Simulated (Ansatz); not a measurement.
## YHg (Pm-3m): Grüneisen parameters

Does YHg (Pm-3m) expand much on heating, by its phonons?

Program: Ansatz 0.2.0. Level of theory: DFT PBEsol, scalar-relativistic, plane waves, PAW; PAW set soft_1. Results are calculated unless marked as measured.

This is a report of a sequence of runs, with most program output left out.

## 1. Set-up

It takes space group Pm-3m (No. 221, cubic). Conventional cell: a = 3.666 Å, b = 3.666 Å, c = 3.666 Å, α = 90.00°, β = 90.00°, γ = 90.00°. Nearest to Y lie 8 Hg at 3.17 Å. Hg has 8 Y at 3.17 Å nearest. Farther neighbours are not listed.

## 2. Phonons on a q mesh

The cell comes from relaxations at this level that are not shown. Stability and thermal properties need the whole zone. Linear response on a 4×4×4 q mesh gives force constants as far as a supercell of that size would.

Contents of input.yaml:

```yaml
crystal:
  lattice:
    - [3.6658637383, 0.0, 0.0]
    - [0.0, 3.6658637383, 0.0]
    - [0.0, 0.0, 3.6658637383]
  atoms:
    - { symbol: "Y", position: [0.5, 0.5, 0.5] }
    - { symbol: Hg, position: [0.0, 0.0, 0.0] }
kpoints:
  mp_grid: { grid: [12, 12, 12] }
hamiltonian:
  xc: pbesol
  pseudopotentials: { kind: paw, azcp: { folder: soft_1 }, xc_functional: pbe }
scf:
  occupations: { method: methfessel_paxton, width: 0.2 }
output:
  eigenvalues: true
phonons:
  method: dfpt
  qmesh: [4, 4, 4]
  temperatures: { t_max: 1000, t_step: 50 }
  qpath:
    path:
      - [[0.0, 0.0, 0.0], [0.0, 0.5, 0.0], [0.5, 0.5, 0.0], [0.0, 0.0, 0.0], [0.5, 0.5, 0.5], [0.0, 0.5, 0.0]]
      - [[0.5, 0.5, 0.5], [0.5, 0.5, 0.0]]
    npoints: 10
```

Started as:

```console
$ ansatz run input.yaml --threads 4 --pin off --max-ram 10240MiB --backend cpu --events-out ev --progress --plain --runs-dir out
```

The job ended after 7.6 min (4 threads of Arm Neoverse V1, shared host; peak memory 2.3 GiB; 30 min of CPU time).

Numbers from this step:

```
volume per atom                                         : 24.63 Å³
gap on the k-mesh                                       : 0 eV
sum-rule residual before enforcement                    : 3.06e-5 eV/Å²
lowest frequency on the path                            : 0 cm⁻¹
point group                                             : m-3m
highest frequency on the path or at a solved wavevector : 154.1 cm⁻¹
mean frequency                                          : 83.6 cm⁻¹
Debye temperature (second moment)                       : 172 K
logarithmic mean frequency                              : 73.4 cm⁻¹
highest optical mode at the zone centre (no LO-TO term) : 102.2 cm⁻¹
lowest optical zone-centre mode                         : 102.2 cm⁻¹
lowest mode on the q mesh (acoustic modes at Γ apart)   : 26.65 cm⁻¹
zero-point energy per atom                              : 15.55 meV
heat capacity at 300 K                                  : 24.54 J/(mol atoms K)
vibrational entropy at 300 K                            : 51.18 J/(mol atoms K)
```

Frequencies (cm⁻¹) solved at each irreducible wavevector; negative means imaginary. Frequencies by wavevector, by row:

| q in reciprocal lattice units | star | mode 1 | mode 2 | mode 3 | mode 4 | mode 5 | mode 6 |
| --- | --- | --- | --- | --- | --- | --- | --- |
| 0 0 0 | 1 | 0 | 0 | 0 | 102.2 | 102.2 | 102.2 |
| 0 0 0.25 | 6 | 38.9 | 38.9 | 56.4 | 97.3 | 97.3 | 125.6 |
| 0 0 -0.5 | 3 | 57.5 | 57.5 | 63 | 96.2 | 96.2 | 154.1 |
| 0 0.25 0.25 | 12 | 32.5 | 46.7 | 62.5 | 89.8 | 125.5 | 127.8 |
| 0 0.25 -0.5 | 12 | 41.6 | 49.3 | 56.4 | 80.2 | 126.5 | 147.8 |
| 0 -0.5 -0.5 | 3 | 26.7 | 26.7 | 55.5 | 60 | 151.1 | 151.1 |
| 0.25 0.25 0.25 | 8 | 48.5 | 48.5 | 52.9 | 118.6 | 123.6 | 123.6 |
| 0.25 0.25 -0.5 | 12 | 26.6 | 48.7 | 60.3 | 118.8 | 121.4 | 145.2 |
| 0.25 -0.5 -0.5 | 6 | 42.1 | 42.1 | 60.2 | 111.2 | 142.2 | 142.2 |
| -0.5 -0.5 -0.5 | 1 | 54.9 | 54.9 | 54.9 | 138.7 | 138.7 | 138.7 |

Symmetry leaves 10 wavevectors to solve. The lowest mode among them, the acoustic zeros apart, lies at q = (0.25, 0.25, -0.5) and is real, 26.6 cm⁻¹.

## 3. Relaxing at another volume, volume ratio 0.97

The volume is scaled by 0.97 and held; symmetry leaves nothing to relax, so this is a single point. The modes can then be followed against volume.

input.yaml, the sections that differ from step 2:

```yaml
crystal:
  lattice:
    - [3.6288322798, 0.0, 0.0]
    - [0.0, 3.6288322798, 0.0]
    - [0.0, 0.0, 3.6288322798]
  atoms:
    - { symbol: "Y", position: [0.5, 0.5, 0.5] }
    - { symbol: Hg, position: [0.0, 0.0, 0.0] }
output:
  forces: true
  stress: true
  eigenvalues: true
# kpoints, hamiltonian, scf: as in step 2
# phonons: removed
```

The job ended after 1.4 s (4 threads; peak memory 0.38 GiB; 4.6 s of CPU time).

Numbers from this step:

- pressure: 2.402 GPa
- volume per atom: 23.89 Å³

The run ends at a pressure of 2.40 GPa.

## 4. Phonons at the other volume, volume ratio 0.97

The phonons are repeated at this volume on the same k and q meshes.

Edit input.yaml of step 3 so:

```diff
@@ -16,4 +16,11 @@
 output:
-  forces: true
-  stress: true
   eigenvalues: true
+phonons:
+  method: dfpt
+  qmesh: [4, 4, 4]
+  temperatures: { t_max: 1000, t_step: 50 }
+  qpath:
+    path:
+      - [[0.0, 0.0, 0.0], [0.0, 0.5, 0.0], [0.5, 0.5, 0.0], [0.0, 0.0, 0.0], [0.5, 0.5, 0.5], [0.0, 0.5, 0.0]]
+      - [[0.5, 0.5, 0.5], [0.5, 0.5, 0.0]]
+    npoints: 10
```

Wall time 7.5 min (4 threads); peak memory 2.2 GiB; 29 min of CPU time.

Numbers from this step:

| Quantity | Value |
| --- | --- |
| sum-rule residual before enforcement | 1.59e-5 eV/Å² |
| highest frequency on the path or at a solved wavevector | 162 cm⁻¹ |
| mean frequency | 88.6 cm⁻¹ |
| Debye temperature (second moment) | 183 K |
| logarithmic mean frequency | 77.2 cm⁻¹ |
| highest optical mode at the zone centre (no LO-TO term) | 111.0 cm⁻¹ |
| lowest optical zone-centre mode | 111.0 cm⁻¹ |
| lowest mode on the q mesh (acoustic modes at Γ apart) | 21.9 cm⁻¹ |
| zero-point energy per atom | 16.47 meV |
| heat capacity at 300 K | 24.49 J/(mol atoms K) |
| vibrational entropy at 300 K | 49.96 J/(mol atoms K) |

Frequencies (cm⁻¹) solved at each irreducible wavevector; negative means imaginary. Frequencies by wavevector, by row:

| q in reciprocal lattice units | star | mode 1 | mode 2 | mode 3 | mode 4 | mode 5 | mode 6 |
| --- | --- | --- | --- | --- | --- | --- | --- |
| 0 0 0 | 1 | 0 | 0 | 0 | 111 | 111 | 111 |
| 0 0 0.25 | 6 | 41.1 | 41.1 | 59.6 | 104.9 | 104.9 | 133 |
| 0 0 -0.5 | 3 | 62.1 | 62.1 | 67 | 102.3 | 102.3 | 162 |
| 0 0.25 0.25 | 12 | 31.9 | 50 | 66.6 | 97.1 | 132.2 | 136.2 |
| 0 0.25 -0.5 | 12 | 41.9 | 51.6 | 61.1 | 86.8 | 134.5 | 155.9 |
| 0 -0.5 -0.5 | 3 | 21.9 | 21.9 | 60.1 | 67.9 | 159.4 | 159.4 |
| 0.25 0.25 0.25 | 8 | 50.8 | 50.8 | 55.5 | 125.8 | 131.6 | 131.6 |
| 0.25 0.25 -0.5 | 12 | 24.9 | 51 | 64.8 | 126.7 | 128.5 | 153.5 |
| 0.25 -0.5 -0.5 | 6 | 43.3 | 43.3 | 64.6 | 117.9 | 150.8 | 150.8 |
| -0.5 -0.5 -0.5 | 1 | 59.1 | 59.1 | 59.1 | 147.4 | 147.4 | 147.4 |

The highest optical mode at the zone centre (no LO-TO term) is 111.0 cm⁻¹, +8.8 cm⁻¹ against the base run.

## 5. Relaxing at another volume, volume ratio 1.03

The volume is scaled by 1.03 and held; symmetry leaves nothing to relax, so this is a single point. The modes can then be followed against volume.

input.yaml, the sections that differ from step 4:

```yaml
crystal:
  lattice:
    - [3.7021617795, 0.0, 0.0]
    - [0.0, 3.7021617795, 0.0]
    - [0.0, 0.0, 3.7021617795]
  atoms:
    - { symbol: "Y", position: [0.5, 0.5, 0.5] }
    - { symbol: Hg, position: [0.0, 0.0, 0.0] }
output:
  forces: true
  stress: true
  eigenvalues: true
# kpoints, hamiltonian, scf: as in step 4
# phonons: removed
```

The job ended after 1.4 s (4 threads; peak memory 0.38 GiB; 4.8 s of CPU time).

Numbers from this step:

| Quantity | Value |
| --- | --- |
| pressure | -2.058 GPa |
| volume per atom | 25.37 Å³ |

The run ends at a pressure of -2.06 GPa.

## 6. Phonons at the other volume, volume ratio 1.03

Edit input.yaml of step 5 so:

```diff
@@ -16,4 +16,11 @@
 output:
-  forces: true
-  stress: true
   eigenvalues: true
+phonons:
+  method: dfpt
+  qmesh: [4, 4, 4]
+  temperatures: { t_max: 1000, t_step: 50 }
+  qpath:
+    path:
+      - [[0.0, 0.0, 0.0], [0.0, 0.5, 0.0], [0.5, 0.5, 0.0], [0.0, 0.0, 0.0], [0.5, 0.5, 0.5], [0.0, 0.5, 0.0]]
+      - [[0.5, 0.5, 0.5], [0.5, 0.5, 0.0]]
+    npoints: 10
```

The job ended after 7.8 min (4 threads; peak memory 2.3 GiB).

Numbers from this step:

```
sum-rule residual before enforcement                    : 5.46e-5 eV/Å²
highest frequency on the path or at a solved wavevector : 146.4 cm⁻¹
mean frequency                                          : 78.9 cm⁻¹
Debye temperature (second moment)                       : 162 K
logarithmic mean frequency                              : 69.6 cm⁻¹
highest optical mode at the zone centre (no LO-TO term) : 93.75 cm⁻¹
lowest optical zone-centre mode                         : 93.75 cm⁻¹
lowest mode on the q mesh (acoustic modes at Γ apart)   : 27.96 cm⁻¹
zero-point energy per atom                              : 14.67 meV
heat capacity at 300 K                                  : 24.58 J/(mol atoms K)
vibrational entropy at 300 K                            : 52.48 J/(mol atoms K)
```

The highest optical mode at the zone centre (no LO-TO term) is 93.8 cm⁻¹, -8.4 cm⁻¹ against the base run.

## 7. Grüneisen parameters

The Grüneisen parameter of a mode is minus the logarithmic change of its frequency with volume, −d ln ω / d ln V; weighted by heat capacity it gives the expansion.

This step gave:

* bulk modulus: 74.3 GPa

Phonon branches along the path, in cm⁻¹:

| point | branch 1 | branch 2 | branch 3 | branch 4 | branch 5 | branch 6 |
| --- | --- | --- | --- | --- | --- | --- |
| Γ | 0 | 0 | 0 | 102 | 102 | 102 |
| halfway | 39 | 39 | 56 | 97 | 97 | 126 |
| X | 58 | 58 | 63 | 96 | 96 | 154 |
| halfway | 42 | 49 | 56 | 80 | 126 | 148 |
| M | 27 | 27 | 56 | 60 | 151 | 151 |
| halfway | 32 | 47 | 62 | 90 | 126 | 128 |
| Γ | 0 | 0 | 0 | 102 | 102 | 102 |
| halfway | 48 | 48 | 53 | 119 | 124 | 124 |
| R | 55 | 55 | 55 | 139 | 139 | 139 |
| halfway | 27 | 49 | 60 | 119 | 121 | 145 |
| X | 58 | 58 | 63 | 96 | 96 | 154 |
| jump to R | 55 | 55 | 55 | 139 | 139 | 139 |
| halfway | 42 | 42 | 60 | 111 | 142 | 142 |
| M | 27 | 27 | 56 | 60 | 151 | 151 |

The same for volume x 0.97:

| point | branch 1 | branch 2 | branch 3 | branch 4 | branch 5 | branch 6 |
| --- | --- | --- | --- | --- | --- | --- |
| Γ | 0 | 0 | 0 | 111 | 111 | 111 |
| X | 62 | 62 | 67 | 102 | 102 | 162 |
| M | 22 | 22 | 60 | 68 | 160 | 160 |
| Γ | 0 | 0 | 0 | 111 | 111 | 111 |
| R | 59 | 59 | 59 | 147 | 147 | 147 |
| X | 62 | 62 | 67 | 102 | 102 | 162 |
| R | 59 | 59 | 59 | 147 | 147 | 147 |
| M | 22 | 22 | 60 | 68 | 160 | 160 |

The same for volume x 1.03:

| point | branch 1 | branch 2 | branch 3 | branch 4 | branch 5 | branch 6 |
| --- | --- | --- | --- | --- | --- | --- |
| Γ | 0 | 0 | 0 | 94 | 94 | 94 |
| X | 53 | 53 | 59 | 90 | 90 | 146 |
| M | 30 | 30 | 51 | 52 | 143 | 143 |
| Γ | 0 | 0 | 0 | 94 | 94 | 94 |
| R | 51 | 51 | 51 | 130 | 130 | 130 |
| X | 53 | 53 | 59 | 90 | 90 | 146 |
| R | 51 | 51 | 51 | 130 | 130 | 130 |
| M | 30 | 30 | 51 | 52 | 143 | 143 |

Mode Grueneisen parameter -dln(w)/dln(V), modes matched by rank; at Γ the acoustic branches take the value of a neighbouring point of the path. The mode Grüneisen parameters at the labelled points ():

| point | branch 1 | branch 2 | branch 3 | branch 4 | branch 5 | branch 6 |
| --- | --- | --- | --- | --- | --- | --- |
| Γ | 1.05 | 1.05 | 1.50 | 2.82 | 2.82 | 2.82 |
| halfway | 1.84 | 1.84 | 1.86 | 2.53 | 2.53 | 1.94 |
| X | 2.64 | 2.64 | 2.01 | 2.08 | 2.08 | 1.69 |
| halfway | 0.32 | 1.56 | 2.69 | 2.66 | 2.04 | 1.80 |
| M | -5.08 | -5.08 | 2.67 | 4.29 | 1.82 | 1.82 |
| halfway | -0.41 | 2.32 | 2.13 | 2.63 | 1.78 | 2.15 |
| Γ | -2.05 | 1.19 | 1.72 | 2.82 | 2.82 | 2.82 |
| halfway | 1.62 | 1.62 | 1.67 | 1.97 | 2.09 | 2.09 |
| R | 2.46 | 2.46 | 2.46 | 2.08 | 2.08 | 2.08 |
| halfway | -2.02 | 1.54 | 2.43 | 2.17 | 1.94 | 1.86 |
| X | 2.64 | 2.64 | 2.01 | 2.08 | 2.08 | 1.69 |
| jump to R | 2.46 | 2.46 | 2.46 | 2.08 | 2.08 | 2.08 |
| halfway | 0.95 | 0.95 | 2.35 | 1.99 | 1.97 | 1.97 |
| M | -5.08 | -5.08 | 2.67 | 4.29 | 1.82 | 1.82 |

(dS/dlnV)/C_V. Table of thermodynamic Grueneisen parameter by temperature:

| temperature (K) | thermodynamic Grueneisen parameter |
| --- | --- |
| 50 | 1.55 |
| 100 | 1.67 |
| 150 | 1.70 |
| 200 | 1.71 |
| 250 | 1.71 |
| 300 | 1.71 |
| 350 | 1.71 |
| 400 | 1.71 |
| 450 | 1.72 |
| 500 | 1.72 |
| 550 | 1.72 |
| 600 | 1.72 |
| 650 | 1.72 |
| 700 | 1.72 |
| 750 | 1.72 |
| 800 | 1.72 |
| 850 | 1.72 |
| 900 | 1.72 |
| 950 | 1.72 |
| 1000 | 1.72 |

Gamma C_V/(B V) at the static volume. Volume expansion against temperature:

| temperature (K) | volume expansion (1e-6/K) |
| --- | --- |
| 50 | 22.2 |
| 100 | 33 |
| 150 | 36.1 |
| 200 | 37.2 |
| 250 | 37.8 |
| 300 | 38.1 |
| 350 | 38.3 |
| 400 | 38.4 |
| 450 | 38.5 |
| 500 | 38.6 |
| 550 | 38.6 |
| 600 | 38.7 |
| 650 | 38.7 |
| 700 | 38.7 |
| 750 | 38.7 |
| 800 | 38.8 |
| 850 | 38.8 |
| 900 | 38.8 |
| 950 | 38.8 |
| 1000 | 38.8 |

## 8. What came out

```json
{
 "bulk modulus": "74.3 GPa",
 "thermodynamic Grüneisen parameter at 300 K": "1.712",
 "volume expansion at 300 K, estimated": "38.11 × 10⁻⁶ K⁻¹"
}
```

**Reading.** By this estimate the volume grows by 38.1 × 10⁻⁶ per kelvin at 300 K. The highest optical mode at Γ goes from 111 to 94 cm⁻¹ as the cell grows, a Grüneisen parameter of 2.82. Mode parameters on the path run from -5.1 to 4.3, with a median of 2.0. Modes with negative values stiffen as the cell grows and pull against the expansion. Branches are matched by rank, so values near crossings are rough. The expansion is the Grüneisen estimate at the static volume, with the static bulk modulus. With no gap, or one that is small against the smearing, the frequencies hang on the k mesh and the smearing, most of all near Kohn anomalies. The phonon runs are without spin polarisation, although the cell has an odd electron count. Spin-orbit coupling is left out, which can matter for the heavy elements here. The PAW files were made for PBE and serve the other functionals too.

[Logs are printed without paths, hosts, clocks, repeated set-up lines and the standing remarks that a program may print on its own settings, such as how far it seeks lower states.]

[Hosts, paths, dates, database ids (printed as entryN), source tags and the programs' standing remarks are cut or masked in the printed files.]
